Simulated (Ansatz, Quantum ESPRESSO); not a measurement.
# MoSi2N4, 1 layer against a metal electrode: the electrode's level over the Fermi level at a withheld member of a series

How the rows were computed: Quantum ESPRESSO 7.5, PBE, GBRV ultrasoft. The slab is relaxed neutral under PBE-D3(BJ), then held. ESM with bc3: vacuum below and a metal electrode about 6 Å above the top atoms. Fermi-Dirac smearing of 0.004 Ry and a dense mesh. Charges are set per cell from the starting area. The series steps the charge of the slab (positive: electrons removed).

```
charge of the slab  electrode's level over the Fermi level (eV)
     1 ×10¹³ e/cm²                                        6.473
     2 ×10¹³ e/cm²                                        7.527
     3 ×10¹³ e/cm²                                        8.566
   4.5 ×10¹³ e/cm²                                       10.121
     6 ×10¹³ e/cm²                                       11.672
     7 ×10¹³ e/cm²                                       12.708
```

To predict: What is the electrode's level over the Fermi level at 8 ×10¹³ e/cm²?

**Worked estimate.** The rows at 6 ×10¹³ e/cm² and 7 ×10¹³ e/cm² give a slope of (12.708 − (11.672))/(7 − (6)) = 1.036, so a straight line gives 13.744 eV. A parabola through these and the row at 4.5 ×10¹³ e/cm² gives 13.746 eV.

**Check.** 13.743 eV. The line misses by +0.001 and the parabola by +0.003 eV. Both misses are under 5 % of the step from the nearer row.

**Limits.** Vacuum fills the gap; ions don't answer the charge; added electrons can spill towards the electrode at the most negative charges. Charges count on the starting cell, which the relaxation changed by some per cent. Members without a usable value, or on the other side of zero field or charge, are not listed.

[Logs are printed without paths, hosts, clocks, repeated set-up lines and the standing remarks that a program may print on its own settings, such as how far it seeks lower states.]
